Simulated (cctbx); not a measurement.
# Diagnosing a refinement

Cell a = 12.8630 Å, b = 7.6040 Å, c = 8.0330 Å, α = 90.00°, β = 90.00°, γ = 90.00°; space group Pnma (no. 62).

Simulated single-crystal data (cctbx): Mo Kα, λ = 0.71073 Å, to d = 0.75 Å, 50 % of the full sphere, strongest reflection 5000 counts, noise from counting, a 2 % proportional error and a noise floor of 8 counts (s.d.); no absorption, and some extinction, which the refinements don't model.

An anisotropic refinement with weights 1/σ² prints:

```text
Rint 0.067, 1022 unique reflections to 0.75 A
cycle     R1     wR2    GooF  max shift (A)
   1  0.1394  0.2621   4.325   0.01448
   2  0.0665  0.1457   2.405   0.00008
final R1 0.0666 wR2 0.1457 GooF 2.405  parameters 33  data/parameter 31.0
atom        x        y        z      Ueq    occ   su(xyz)  su(Uiso or U11)
Cs1    0.92980  0.25000  0.40989   0.0037  1.000  0.00019  0.0006
As1    0.18721  0.25000  0.93284   0.0083  1.000  0.00033  0.0012
Sb1    0.81308  0.25000  0.02028   0.0299  1.000  0.00033  0.0013
As2    0.41725  0.51310  0.59471   0.0063  1.000  0.00024  0.0008
P1     0.63914  0.25000  0.86950   0.0095  1.000  0.00090  0.0031
difference map: max 4.65 min -7.58 rms 0.95
Q1    0.0507  0.7500  0.6295    4    4.70  0.40 A from Cs1
Q2    0.0534  0.0332  0.0950    8    3.65  0.41 A from As2
Q3    0.1335  0.2500  0.6629    4    3.51  0.27 A from P1
Q4    0.1110  0.5316  0.0919    8    3.35  0.50 A from As2
Q5    0.1446  0.7500  0.0849    4    3.07  1.01 A from Sb1
Q6    0.1886  0.6221  0.9078    8    3.05  1.13 A from Sb1
```

**Question.** Can this result stand? If not, what is the likely fault?

Mend it. The fault: wrong element: Sb1 is As. Against the right model at the same level, R1 goes from 0.0318 to 0.0666 and GooF from 0.95 to 2.40, U of Sb1 swells from 0.0112 to 0.0299 Å², U of Cs1 shrinks from 0.0080 to 0.0037 Å², U of As2 shrinks from 0.0105 to 0.0063 Å², U of As1 shrinks from 0.0129 to 0.0083 Å² and a hole of -7.6 e/Å³ opens. Sb1 has 18 electrons too many and its U swells to shed them, as expected.

The compound is CsAs4P. The right model at the same level gives:

```text
Rint 0.067, 1022 unique reflections to 0.75 A
cycle     R1     wR2    GooF  max shift (A)
   1  0.0318  0.0582   0.960   0.00053
   2  0.0318  0.0578   0.954   0.00000
final R1 0.0318 wR2 0.0578 GooF 0.954  parameters 33  data/parameter 31.0
atom        x        y        z      Ueq    occ   su(xyz)  su(Uiso or U11)
Cs1    0.92984  0.25000  0.40993   0.0080  1.000  0.00008  0.0003
As1    0.18714  0.25000  0.93300   0.0129  1.000  0.00013  0.0005
As2    0.81288  0.25000  0.01998   0.0112  1.000  0.00013  0.0005
As3    0.41732  0.51325  0.59480   0.0105  1.000  0.00010  0.0003
P1     0.63860  0.25000  0.86784   0.0130  1.000  0.00034  0.0012
difference map: max 3.15 min -2.32 rms 0.54
Q1    0.0163  0.7500  0.9399    4    3.18  2.22 A from As2
Q2    0.1199  0.7500  0.4170    4    2.17  1.53 A from Cs1
Q3    0.1193  0.2500  0.2742    4    1.98  2.35 A from As3
Q4    0.1493  0.5674  0.2904    8    1.94  1.89 A from As3
Q5    0.2359  0.1780  0.8903    8    1.92  0.90 A from As1
Q6    0.1348  0.0314  0.8615    8    1.84  1.88 A from As1
```

The model was made for the exercise: a known structure type with other elements put in, its volume estimated, not relaxed; displacement parameters are assumed.

[Middle refinement cycles are left out of these outputs.]

[Logs are printed without paths, hosts, clocks, repeated set-up lines and the standing remarks that a program may print on its own settings, such as how far it seeks lower states.]
